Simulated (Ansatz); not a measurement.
# Lattice dynamics of SiTe2 monolayer (1T)

Wanted: phonon frequencies of SiTe2 monolayer (1T) and what follows from them.

Calculated with Ansatz 0.2.0; DFT PBEsol, scalar-relativistic, plane waves, PAW.

## 1. The starting structure

The cell holds 3 atoms: 1 Si and 2 Te. Its edges and angles: a = 3.680 Å, b = 3.680 Å, c = 20.000 Å, α = 90.0°, β = 90.0°, γ = 120.0°. Vacuum lies along c.

## 2. Relaxation

Harmonic phonons are second derivatives at a point where the forces vanish, and they are wanted at zero stress, so atoms and cell are relaxed first.

The program solves this slab on a cell height of its own, 30.4 Å, in place of the one typed.

Input file input.yaml:

```yaml
crystal:
  lattice:
    - [3.68, 0.0, 0.0]
    - [-1.84, 3.18697, 0.0]
    - [0.0, 0.0, 20.0]
  atoms:
    - { symbol: Si, position: [0.0, 0.0, 0.5] }
    - { symbol: Te, position: [0.333333, 0.666667, 0.5828] }
    - { symbol: Te, position: [0.666667, 0.333333, 0.4172] }
  periodic: [true, true, false]
kpoints:
  mp_grid: { grid: [15, 15, 1] }
hamiltonian:
  xc: pbesol
scf:
  occupations: { method: gaussian, width: 0.1 }
output:
  forces: true
  stress: true
  eigenvalues: true
  write_density: true
  write_potential: true
  elf: true
  volumetric_format: npy
relax:
  adjacent_minimum: "off"
  f_tol: 0.005
  max_steps: 80
  cell: { stress_2d_tol: 0.02 }
```

Launch:

```sh
ansatz run input.yaml --threads 8 --pin off --max-ram 14336MiB --backend cpu --events-out ev --progress --plain --runs-dir out
```

Numbers of over 12 decimals in the logs are rounded to 6 here.

The log of the run:

```text
Warning: crystal.periodic: the lattice vector that does not repeat stood 0.000° off the slab's normal, 20.000 Å along it as the deck builds it. The run solves the slab on a vector along the normal, 30.424 Å long, with every atom where it was (on the deck's vector they left 16.69 Å outside them, and the widest stretch free of ions among them is 1.66 Å). A fractional position that the run reports is one of the run's ce [...]
Warning: the atoms were moved onto the symmetric positions of the space group found under crystal.symmetry.tolerance 1.0e-5 (fractional; no operation is sought that the atoms, as they stand in a round, miss by more than twice it, and no atom is moved by as much as it), and the run uses the moved positions. Before a round's move an operation carried an atom to 3.68e-6 Å from where it should land, the largest such dist [...]
crystal.periodic: the lattice vector that does not repeat stood 0.000° off the slab's normal, 20.000 Å along it as the deck builds it. The run solves the slab on a vector along the normal, 30.424 Å long, with every atom where it was (on the deck's vector they left 16.69 Å outside them, and the widest stretch free of ions among them is 1.66 Å). A fractional position that the run reports is one of the run's cell, which [...]
Engine: ansatz 0.2.0, aarch64-unknown-linux-gnu
Pseudopotentials: kind: paw
Pseudopotential: Si, paw, valence charge 4, recommended cutoff 420 eV (normal), Si.paw.azcp
Pseudopotential: Te, paw, valence charge 16, recommended cutoff 420 eV (normal), Te.paw.azcp
Functional definition: PBEsol
  exchange = pbesol_x
  correlation = pbesol_c
Crystal: 3 atoms, lattice volume = 356.814 Å³
Basis set: ecut = 420 eV, 6989 PW (Γ), exchange–correlation on 50×50×432 points (8 copies of the dense FFT grid, shifted against one another)
Bands: 22, of which v1, the nominal top of the filled ones, is band 18 counted from 1 (17 counted from 0)
Symmetry: 12 space group operations
Space group: P-3m1 (ITA 164), of the structure as read, at distance tolerance 7.1e-5 Å
k-points: 27 of 225
Non-local potential: Si, projectors of the file, l = 0: 2, l = 1: 2, l = 2: 2
Non-local potential: Te, projectors of the file, l = 0: 2, l = 1: 2, l = 2: 2, l = 3: 2
PAW form: soft (Blöchl's): semilocal exchange-correlation on the pseudo side does not see the compensation charge
PAW frozen core: Si, regenerated for the run's functional, and the local potential with it (the file was generated under x = pbe(κ = 0.804, μ = 0.219515), c = pbe(β = 0.066725))
PAW frozen core: Te, regenerated for the run's functional, and the local potential with it (the file was generated under x = pbe(κ = 0.804, μ = 0.219515), c = pbe(β = 0.066725))
PAW one-centre angular grid: Si, 110 points (default); XC on 64 Gauss nodes
PAW one-centre angular grid: Te, 590 points (default); XC on 64 Gauss nodes
Initial density: superposition of atomic densities (neutral atoms: chi_scale 0, normalization atom), corrected by the library's trained network
Initial wavefunctions: pseudopotential atomic-orbital guess
Functional: x = pbesol(κ = 0.804, μ = 0.123457), c = pbesol(β = 0.046)
SCF iter   1: F=—  HF=-14424.370518 eV  |F-HF|=—  |Δ(HF+E_count)|=         —  Δρ=1.25e-3  dr2=6.05e-3  ethr=1.77e-3  ⟨swp⟩=15.0  Hψ=4898  notcnv=0
preconditioner: auto → LDOS  [metal: Δε(μ)=0.059 eV  Ē_g=8.555 eV  σ=0.100 eV  W_gap=0.32  n_scr=18 (ndim 8)  ℏωp=7.9 eV  f_vac=0.749  D(μ)=1.54/eV (n_scr^D=8)  β→1.0]
SCF iter   2: F=—  HF=-14424.369126 eV  |F-HF|=—  |Δ(HF+E_count)|=   1.39e-3  Δρ=3.89e-4  dr2=4.96e-4  ethr=1.68e-5  ⟨swp⟩=3.5  Hψ=1689  notcnv=0
SCF iter   3: F=—  HF=-14424.369039 eV  |F-HF|=—  |Δ(HF+E_count)|=   8.68e-5  Δρ=1.62e-4  dr2=1.67e-4  ethr=1.38e-6  ⟨swp⟩=3.0  Hψ=1279  notcnv=0
SCF iter   4: F=—  HF=-14424.368998 eV  |F-HF|=—  |Δ(HF+E_count)|=   4.10e-5  Δρ=4.82e-5  dr2=1.57e-5  ethr=4.64e-7  ⟨swp⟩=3.8  Hψ=1464  notcnv=0
SCF iter   5: F=—  HF=-14424.369026 eV  |F-HF|=—  |Δ(HF+E_count)|=   2.79e-5  Δρ=9.54e-6  dr2=4.09e-7  ethr=4.35e-8  ⟨swp⟩=2.9  Hψ=1150  notcnv=0
SCF iter   6: F=-14424.369026 eV  HF=-14424.369026 eV  |F-HF|=3.04e-8  |Δ(HF+E_count)|=   5.99e-8  Δρ=3.50e-6  dr2=9.15e-8  ethr=2.78e-10  ⟨swp⟩=20.8  Hψ=6508  notcnv=0
SCF 1 converged in 6 iterations: F = -14424.369026 eV  dr2 = 9.15e-8
  greatest PAW one-centre occupation: 0.998 electrons in one spin orbital (limit 2), on the Te atom at site 2 (counted from 0), in its partial waves of l = 2
relax step   1: F+E_penalty+E_count = -14424.36902610 eV  Δ(F+E_penalty+E_count) = +0.000e0 eV  max|allowed force component| = 2.504e-1 eV/Å  Δτ_max = 0.0000 Å  P = +1.370 N/m  Ω = 356.814 Å³  fix = [c, alpha, beta]  reactions: c +0.000 N/m  (6 SCF iters, dr2 threshold 1.00e-7 eV, accepted)
Crystal: 3 atoms, lattice volume = 375.700 Å³
Basis set: ecut = 420 eV, 7361 PW (Γ), exchange–correlation on 50×50×432 points (8 copies of the dense FFT grid, shifted against one another)
Initial density: handed on by an earlier stage of this run
Initial wavefunctions: those handed on with the density
iter 1 solved again at ethr=9.70e-5 eV; its pass at ethr=3.10e-3 eV (dr2=3.49e-2 eV) is discarded
SCF iter   1: F=—  HF=-14424.328588 eV  |F-HF|=—  |Δ(HF+E_count)|=         —  Δρ=2.37e-3  dr2=3.61e-2  ethr=9.70e-5  ⟨swp⟩=2.8  Hψ=4900  notcnv=0
preconditioner: auto → LDOS  [metal: Δε(μ)=0.038 eV  Ē_g=8.654 eV  σ=0.100 eV  W_gap=0.21  n_scr=16 (ndim 8)  ℏωp=7.7 eV  f_vac=0.758  D(μ)=1.49/eV (n_scr^D=8)  β→1.0]
SCF iter   2: F=—  HF=-14424.322450 eV  |F-HF|=—  |Δ(HF+E_count)|=   6.14e-3  Δρ=1.54e-3  dr2=2.16e-2  ethr=9.70e-5  ⟨swp⟩=3.1  Hψ=1387  notcnv=0
SCF iter   3: F=—  HF=-14424.317715 eV  |F-HF|=—  |Δ(HF+E_count)|=   4.74e-3  Δρ=4.60e-4  dr2=1.29e-3  ethr=6.00e-5  ⟨swp⟩=3.1  Hψ=1343  notcnv=0
SCF iter   4: F=—  HF=-14424.317359 eV  |F-HF|=—  |Δ(HF+E_count)|=   3.55e-4  Δρ=7.89e-5  dr2=3.04e-5  ethr=3.57e-6  ⟨swp⟩=3.0  Hψ=1306  notcnv=0
SCF iter   5: F=—  HF=-14424.317392 eV  |F-HF|=—  |Δ(HF+E_count)|=   3.31e-5  Δρ=2.01e-5  dr2=2.36e-6  ethr=8.44e-8  ⟨swp⟩=3.7  Hψ=1395  notcnv=0
SCF iter   6: F=-14424.317394 eV  HF=-14424.317394 eV  |F-HF|=6.62e-8  |Δ(HF+E_count)|=   1.39e-6  Δρ=6.26e-6  dr2=1.87e-7  ethr=8.33e-10  ⟨swp⟩=21.1  Hψ=6822  notcnv=0
the search or the solves at the SCF's close seem to have found levels that the self-consistency loop had missed (the run counts 1). By its estimate they hold under 1e-12 electrons; where the run keeps them, the occupations were computed again with them
SCF 2 converged in 6 iterations: F = -14424.317394 eV  dr2 = 1.87e-7
relax step   2: F+E_penalty+E_count = -14424.31739358 eV  Δ(F+E_penalty+E_count) = +5.163e-2 eV  max|allowed force component| = 8.766e-1 eV/Å  Δτ_max = 0.1298 Å  P = +0.242 N/m  Ω = 375.700 Å³  energy of the carried Pulay correction = -7.758e-4 eV  fix = [c, alpha, beta]  (6 SCF iters, dr2 threshold 3.00e-7 eV, rejected (line search))
Crystal: 3 atoms, lattice volume = 365.962 Å³
Basis set: ecut = 420 eV, 7169 PW (Γ), exchange–correlation on 50×50×432 points (8 copies of the dense FFT grid, shifted against one another)
iter 1 solved again at ethr=4.05e-5 eV; its pass at ethr=3.10e-3 eV (dr2=1.46e-2 eV) is discarded
SCF iter   1: F=—  HF=-14424.398073 eV  |F-HF|=—  |Δ(HF+E_count)|=         —  Δρ=1.69e-3  dr2=1.61e-2  ethr=4.05e-5  ⟨swp⟩=2.9  Hψ=4774  notcnv=0
preconditioner: auto → LDOS  [metal: Δε(μ)=0.094 eV  Ē_g=8.579 eV  σ=0.100 eV  W_gap=0.43  n_scr=16 (ndim 8)  ℏωp=7.8 eV  f_vac=0.750  D(μ)=1.62/eV (n_scr^D=8)  β→1.0]
SCF iter   2: F=—  HF=-14424.395341 eV  |F-HF|=—  |Δ(HF+E_count)|=   2.73e-3  Δρ=1.13e-3  dr2=9.54e-3  ethr=4.05e-5  ⟨swp⟩=2.9  Hψ=1349  notcnv=0
SCF iter   3: F=—  HF=-14424.393297 eV  |F-HF|=—  |Δ(HF+E_count)|=   2.04e-3  Δρ=3.14e-4  dr2=6.56e-4  ethr=2.65e-5  ⟨swp⟩=3.0  Hψ=1237  notcnv=0
SCF iter   4: F=—  HF=-14424.393118 eV  |F-HF|=—  |Δ(HF+E_count)|=   1.79e-4  Δρ=4.42e-5  dr2=8.71e-6  ethr=1.82e-6  ⟨swp⟩=3.4  Hψ=1368  notcnv=0
SCF iter   5: F=—  HF=-14424.393122 eV  |F-HF|=—  |Δ(HF+E_count)|=   4.12e-6  Δρ=1.23e-5  dr2=5.47e-7  ethr=2.42e-8  ⟨swp⟩=3.5  Hψ=1340  notcnv=0
SCF iter   6: F=—  HF=-14424.393159 eV  |F-HF|=—  |Δ(HF+E_count)|=   3.63e-5  Δρ=3.40e-6  dr2=4.78e-8  ethr=1.52e-9  ⟨swp⟩=3.0  Hψ=1265  notcnv=0
SCF iter   7: F=—  HF=-14424.393159 eV  |F-HF|=—  |Δ(HF+E_count)|=   1.28e-8  Δρ=6.44e-7  dr2=9.61e-10  ethr=1.33e-10  ⟨swp⟩=3.4  Hψ=1336  notcnv=0
SCF iter   8: F=—  HF=-14424.393159 eV  |F-HF|=—  |Δ(HF+E_count)|=   1.56e-8  Δρ=1.32e-7  dr2=7.73e-11  ethr=2.67e-12  ⟨swp⟩=3.0  Hψ=1251  notcnv=0
SCF iter   9: F=-14424.393159 eV  HF=-14424.393159 eV  |F-HF|=0.00e0  |Δ(HF+E_count)|=   2.01e-9  Δρ=1.82e-8  dr2=2.27e-12  ethr=1.00e-12  ⟨swp⟩=11.9  Hψ=5066  notcnv=0
SCF 3 converged in 9 iterations: F = -14424.393159 eV  dr2 = 2.27e-12
relax step   3: F+E_penalty+E_count = -14424.39315879 eV  Δ(F+E_penalty+E_count) = -2.413e-2 eV  max|allowed force component| = 6.592e-2 eV/Å  Δτ_max = 0.0428 Å  P = +0.414 N/m  Ω = 365.962 Å³  energy of the carried Pulay correction = -3.808e-4 eV  fix = [c, alpha, beta]  reactions: c +0.000 N/m  (9 SCF iters, accepted)
[...]
relax step   4: F+E_penalty+E_count = -14424.39405284 eV  Δ(F+E_penalty+E_count) = -8.940e-4 eV  max|allowed force component| = 3.928e-2 eV/Å  Δτ_max = 0.0008 Å  P = +0.190 N/m  Ω = 367.361 Å³  energy of the carried Pulay correction = -4.382e-4 eV  fix = [c, alpha, beta]  reactions: c +0.000 N/m  (4 SCF iters, dr2 threshold 2.72e-7 eV, accepted)
[...]
relax step   5: F+E_penalty+E_count = -14424.39431740 eV  Δ(F+E_penalty+E_count) = -2.646e-4 eV  max|allowed force component| = 4.499e-4 eV/Å  Δτ_max = 0.0026 Å  P = +0.010 N/m  Ω = 368.353 Å³  energy of the carried Pulay correction = -4.788e-4 eV  fix = [c, alpha, beta]  reactions: c +0.000 N/m  (5 SCF iters, dr2 threshold 9.64e-8 eV, accepted)
Initial wavefunctions: pseudopotential atomic-orbital guess (no wavefunctions were taken with the density)
iter 1 solved again at ethr=1.03e-6 eV; its pass at ethr=3.10e-3 eV (dr2=3.69e-4 eV) is discarded
SCF iter   1: F=—  HF=-14424.391843 eV  |F-HF|=—  |Δ(HF+E_count)|=         —  Δρ=1.12e-4  dr2=1.14e-6  ethr=1.03e-6  ⟨swp⟩=5.2  Hψ=6921  notcnv=0
eigensolver tolerance schedule: the retry pair's looser diagonalisation over-reported the residual by 322.18 of it (diagonalisation noise at 0.12 of the residual, at the tolerance the schedule requests for it); recorded, not acted on — ethr = c·dr2/N_el stays at c = 1.0e-1
preconditioner: auto → LDOS  [metal: Δε(μ)=0.096 eV  Ē_g=8.530 eV  σ=0.100 eV  W_gap=0.42  n_scr=16 (ndim 8)  ℏωp=7.7 eV  f_vac=0.751  D(μ)=1.61/eV (n_scr^D=8)  β→1.0]
SCF iter   2: F=—  HF=-14424.394819 eV  |F-HF|=—  |Δ(HF+E_count)|=   2.98e-3  Δρ=4.86e-6  dr2=1.72e-7  ethr=3.17e-9  ⟨swp⟩=4.6  Hψ=1532  notcnv=0
SCF iter   3: F=—  HF=-14424.394813 eV  |F-HF|=—  |Δ(HF+E_count)|=   5.74e-6  Δρ=2.25e-6  dr2=1.50e-8  ethr=4.77e-10  ⟨swp⟩=3.0  Hψ=1294  notcnv=0
SCF iter   4: F=—  HF=-14424.394819 eV  |F-HF|=—  |Δ(HF+E_count)|=   5.43e-6  Δρ=4.19e-7  dr2=5.92e-10  ethr=4.18e-11  ⟨swp⟩=3.0  Hψ=1316  notcnv=0
SCF iter   5: F=—  HF=-14424.394819 eV  |F-HF|=—  |Δ(HF+E_count)|=   2.15e-7  Δρ=1.23e-7  dr2=7.13e-11  ethr=1.64e-12  ⟨swp⟩=3.7  Hψ=1662  notcnv=0
SCF iter   6: F=—  HF=-14424.394819 eV  |F-HF|=—  |Δ(HF+E_count)|=  6.97e-10  Δρ=7.72e-8  dr2=3.23e-11  ethr=1.00e-12  ⟨swp⟩=3.0  Hψ=1162  notcnv=0
SCF iter   7: F=-14424.394819 eV  HF=-14424.394819 eV  |F-HF|=5.82e-11  |Δ(HF+E_count)|=   3.97e-9  Δρ=1.29e-8  dr2=7.54e-13  ethr=1.00e-12  ⟨swp⟩=13.2  Hψ=4672  notcnv=0
SCF 6 converged in 7 iterations: F = -14424.394819 eV  dr2 = 7.54e-13
relax step   6: F+E_penalty+E_count = -14424.39481885 eV  Δ(F+E_penalty+E_count) = -5.014e-4 eV  max|allowed force component| = 4.041e-4 eV/Å  Δτ_max = 0.0000 Å  P = +0.012 N/m  Ω = 368.353 Å³  fix = [c, alpha, beta]  reactions: c +0.000 N/m  stress off target by 1.18e-2 N/m on what of the cell is left free  SCF on the basis re-selected at this cell (its energy is not comparable with the rows above)  (7 SCF iters)
basis re-selected at this cell: Δ(F+E_penalty+E_count) = -5.014e-4 eV, ΔP = +0.001 N/m vs the last step (what re-selecting the basis moved, of the pressure what is left beyond the Pulay correction that the steps carried, after the strain that the cell walked since its last selection, with what the two solves' SCF thresholds leave and, on support functions, any second-order correction that the steps lacked; it is no m [...]
SCF converged after 7 iterations
Free energy (F): -14424.394819 eV
Harris-Foulkes:  -14424.394819 eV  (|F-HF|=5.82e-11)
Internal energy: -14424.386759 eV  (E = F + TS)
E sigma→0 (E₀):  -14424.390789 eV
Entropy (-TS):   -0.008060 eV (-2.687 meV/atom)
Fermi energy:    -4.866501 eV
--- Per-component energies (eV) ---
  E_band       = -991.340833
  E_kinetic    = 403.676239
  E_local      = -58254.401880  (includes V_loc(G=0)·N_el)
  E_nonlocal   = -590.860240
  E_hartree    = 29234.614765
  E_xc         = -302.052649
  E_vxc        = -255.984282  (∫ρ·V_xc dr)
  E_paw        = -9668.160823  (= ΣΔE_a)
  E_vpaw       = -762.999876  (= ΣTr[D̂ρ^β])
  E_aug_tail   = -0.000362  (compensation charges beyond the density's cutoff)
  E_ewald      = 24752.017000
  E_core_change = 0.781191  (= ΣΔE_core)
  E_smearing   = -0.008060  (= −TS)
  E_closure    = 0.000000  (closes the sum)
  Σ components = -14424.394819   (vs F -14424.394819, Δ=0.00e0)
--- Forces (eV/Å), atoms counted from 1 ---
  atom   1  Si     0.00000000     0.00000000     0.00000000
  atom   2  Te    -0.00000000     0.00000000     0.00040410
  atom   3  Te     0.00000000    -0.00000000    -0.00040410
  max |Σ_I F_I| component: 1.73e-18 eV/Å
--- 2D stress c σ (N/m, compression-positive) ---
        0.011840      -0.000000      -0.000000
       -0.000000       0.011840       0.000000
       -0.000000       0.000000       0.000000
  P = ½ c Tr σ = 0.0118 N/m
--- Band table (eV; the first three rows and the last of 27) ---
  k-point 0: bands = [... 14 lower, -5.3582, -5.3582, -4.7734, -4.7734, -3.3408, -1.6559, -1.4904, -1.4904]
  k-point 1: bands = [... 14 lower, -6.0543, -5.6365, -5.0905, -4.6328, -2.9236, -1.7224 (-1.7224°), -1.4198, -1.2216]
  k-point 2: bands = [... 14 lower, -6.7518, -6.1093, -5.8751, -4.5625, -2.8142, -1.7491, -1.1858, -0.5979]
  k-point 26: bands = [... 14 lower, -9.4754, -9.3136, -6.3456, -6.3456, -4.2474, -0.7966, -0.7966, -0.2342]
  ° read free of the cell's end (the report's vacuum.weakly_bound_levels)
--- Relaxed structure (5 steps of the walk, 4 accepted, 1 SCFs on fresh bases) ---
  F+E_penalty+E_count = -14424.39481885 eV   max|allowed force component| = 4.041e-4 eV/Å   (the final SCF, on the basis selected at the relaxed cell)
  cell:  # Å, volume = 368.3528 Å³
    - [3.739026, 0.0, 0]
    - [-1.869513, 3.238092, 0]
    - [0, 0, 30.424]
  atoms:
    - { symbol: Si, position: [0, 0, 0.328688] }
    - { symbol: Te, position: [0.333333, 0.666667, 0.381823] }
    - { symbol: Te, position: [0.666667, 0.333333, 0.275553] }
```

Elapsed: 14 s, on 8 threads of Arm Neoverse V2, shared host; peak memory 0.98 GiB.

Relaxation path:

| step | energy less that of the first step (eV) | largest force component (eV/Å) | volume (Å³) |
| --- | --- | --- | --- |
| 1 | 0.0000 | 0.2504 | 356.81 |
| 2 | 0.0516 | 0.8766 | 375.70 |
| 3 | -0.0241 | 0.0659 | 365.96 |
| 4 | -0.0250 | 0.0393 | 367.36 |
| 5 | -0.0253 | 0.0004 | 368.35 |
| 6* | -0.0258 | 0.0004 | 368.35 |

Relaxation steps marked * repeat the geometry before them on a plane-wave basis chosen anew for their cell, so energy and pressure can jump there. Relaxation step 2 was tried and not accepted.

Forces are held to the 12 operations that the run works with; a distortion that breaks them can't arise in this run.

| cell as run | before | after | change |
| --- | --- | --- | --- |
| a (Å) | 3.680 | 3.739 | +1.6 % |
| b (Å) | 3.680 | 3.739 | +1.6 % |

The atoms that moved most (Å, along periodic axes as changes of fractional coordinates times the final cell, across vacuum about the mean position):

| atom | dx | dy | dz | length |
| --- | --- | --- | --- | --- |
| Te3 | 0.000 | 0.000 | 0.039 | 0.039 |
| Te2 | 0.000 | 0.000 | -0.039 | 0.039 |

The relaxed structure:

```
Si Te
1.0
     3.73903    0.00000    0.00000
    -1.86951    3.23809    0.00000
     0.00000    0.00000   30.42400
Si Te
1 2
Cartesian
  0.0000 0.0000 10.0000
  0.0000 2.1587 11.6166
  1.8695 1.0794 8.3834
```

Numbers from this step:

| Quantity | Value |
| --- | --- |
| gap on the k-mesh | 0 eV |
| area per atom | 4.036 Å² |

Valence density in the ac plane at fractional y = 0.333, with atoms of Te within 0.2 Å of it. It is the smooth field of the valence electrons, not physical close to the nuclei.

Ten steps, logarithmic in the rise over the least value, from '0' (0.00 × 1e0 e/Å³) to '9' (9.69 × 1e0 e/Å³), each cell a mean:
```
00000000000000
00000000000000
00000000000000
00000000000000
00000000000000
00000000000000
00000000000000
00000000000000
00000000000000
00000000000000
00000000000000
00000000000000
00000000000000
00000000000000
23332211000112
23333211111112
22222234566433
21112347999853
00000011222211
00000000000000
00000000000000
00000000000000
00000000000000
00000000000000
```
Columns run along a (3.7 Å), rows up along c (30.4 Å). Atoms in or near the plane, at fractional coordinates: Te at (0.67, 0.28).

Electrostatic potential energy in the ac plane at fractional y = 0.333, with atoms of Te within 0.2 Å of it. With pseudopotentials it is smooth inside the atoms' cores, unlike the true potential.

Ten even steps from '_' (-11 eV) to '@' (0 eV), each cell a mean:
```
@@@@@@@@@@@@@@@@@@@@@@@@@@@@
@@@@@@@@@@@@@@@@@@@@@@@@@@@@
@@@@@@@@@@@@@@@@@@@@@@@@@@@@
@@@@@@@@@@@@@@@@@@@@@@@@@@@@
@@@@@@@@@@@@@@@@@@@@@@@@@@@@
@@@@@@@@@@@@@@@@@@@@@@@@@@@@
@@@@@@@@@@@@@@@@@@@@@@@@@@@@
@@@@@@@@@@@@@@@@@@@@@@@@@@@@
@@@@@@@@@@@@@@@@@@@@@@@@@@@@
@@@@@@@@@@@@@@@@@@@@@@@@@@@@
@@@@@@@@@@@@@@@@@@@@@@@@@@@@
@@@@@@@@@@@@@@@@@@@@@@@@@@@@
@@@@@@@@@@@@@@@@@@@@@@@@@@@@
@@@@%%%%@@@@@@@@@@@@@@@@@@@@
--::....::++##%%%%@@%%%%##**
==::..::--++##%%%%%%%%%%##**
========++==--::::----::----
==##%%##**..__--######==____
@@@@@@@@@@%%##****++****##%%
@@@@@@@@@@@@@@@@@@@@@@@@@@@@
@@@@@@@@@@@@@@@@@@@@@@@@@@@@
@@@@@@@@@@@@@@@@@@@@@@@@@@@@
@@@@@@@@@@@@@@@@@@@@@@@@@@@@
@@@@@@@@@@@@@@@@@@@@@@@@@@@@
```
Columns run along a (3.7 Å; values clipped at the 3rd and 97th percentile), rows up along c (30.4 Å). Atoms in or near the plane, at fractional coordinates: Te at (0.67, 0.28).

ELF in the ac plane at fractional y = 0.333, with atoms of Te within 0.2 Å of it. It is the smooth field of the valence electrons, not physical close to the nuclei.

Values, 24 rows by 14 columns, each cell a mean:
```
0.00 0.00 0.00 0.00 0.00 0.00 0.00 0.00 0.00 0.00 0.00 0.00 0.00 0.00
0.00 0.00 0.00 0.00 0.00 0.00 0.00 0.00 0.00 0.00 0.00 0.00 0.00 0.00
0.00 0.00 0.00 0.00 0.00 0.00 0.00 0.00 0.00 0.00 0.00 0.00 0.00 0.00
0.00 0.00 0.00 0.00 0.00 0.00 0.00 0.00 0.00 0.00 0.00 0.00 0.00 0.00
0.00 0.00 0.00 0.00 0.00 0.00 0.00 0.00 0.00 0.00 0.00 0.00 0.00 0.00
0.00 0.00 0.00 0.00 0.00 0.00 0.00 0.00 0.00 0.00 0.00 0.00 0.00 0.00
0.00 0.00 0.00 0.00 0.00 0.00 0.00 0.00 0.00 0.00 0.00 0.00 0.00 0.00
0.00 0.00 0.00 0.00 0.00 0.00 0.00 0.00 0.00 0.00 0.00 0.00 0.00 0.00
0.00 0.00 0.00 0.00 0.00 0.00 0.00 0.00 0.00 0.00 0.00 0.00 0.00 0.00
0.00 0.00 0.00 0.00 0.00 0.00 0.00 0.00 0.00 0.00 0.00 0.00 0.00 0.00
0.00 0.00 0.00 0.00 0.00 0.00 0.00 0.00 0.00 0.00 0.00 0.00 0.00 0.00
0.00 0.00 0.00 0.00 0.00 0.00 0.00 0.00 0.00 0.00 0.00 0.00 0.00 0.00
0.02 0.03 0.03 0.03 0.02 0.01 0.01 0.00 0.00 0.00 0.00 0.00 0.00 0.01
0.34 0.43 0.46 0.45 0.38 0.27 0.15 0.07 0.03 0.02 0.02 0.05 0.10 0.20
0.59 0.61 0.61 0.61 0.60 0.53 0.38 0.22 0.11 0.07 0.08 0.15 0.31 0.49
0.56 0.67 0.71 0.69 0.61 0.45 0.26 0.14 0.07 0.05 0.06 0.11 0.21 0.37
0.52 0.45 0.41 0.43 0.49 0.53 0.50 0.44 0.38 0.35 0.37 0.42 0.48 0.53
0.55 0.32 0.16 0.24 0.47 0.59 0.52 0.38 0.19 0.13 0.15 0.30 0.48 0.57
0.31 0.12 0.05 0.08 0.22 0.46 0.63 0.70 0.72 0.73 0.72 0.71 0.66 0.55
0.02 0.01 0.00 0.00 0.01 0.04 0.08 0.13 0.17 0.19 0.18 0.15 0.10 0.06
0.00 0.00 0.00 0.00 0.00 0.00 0.00 0.00 0.00 0.00 0.00 0.00 0.00 0.00
0.00 0.00 0.00 0.00 0.00 0.00 0.00 0.00 0.00 0.00 0.00 0.00 0.00 0.00
0.00 0.00 0.00 0.00 0.00 0.00 0.00 0.00 0.00 0.00 0.00 0.00 0.00 0.00
0.00 0.00 0.00 0.00 0.00 0.00 0.00 0.00 0.00 0.00 0.00 0.00 0.00 0.00
```
Columns run along a (3.7 Å), rows up along c (30.4 Å). Atoms in or near the plane, at fractional coordinates: Te at (0.67, 0.28).

[end of part 1 of 3]

[Logs are printed without paths, hosts, clocks, repeated set-up lines and the standing remarks that a program may print on its own settings, such as how far it seeks lower states.]

[Hosts, paths, dates, database ids (printed as entryN), source tags and the programs' standing remarks are cut or masked in the printed files.]
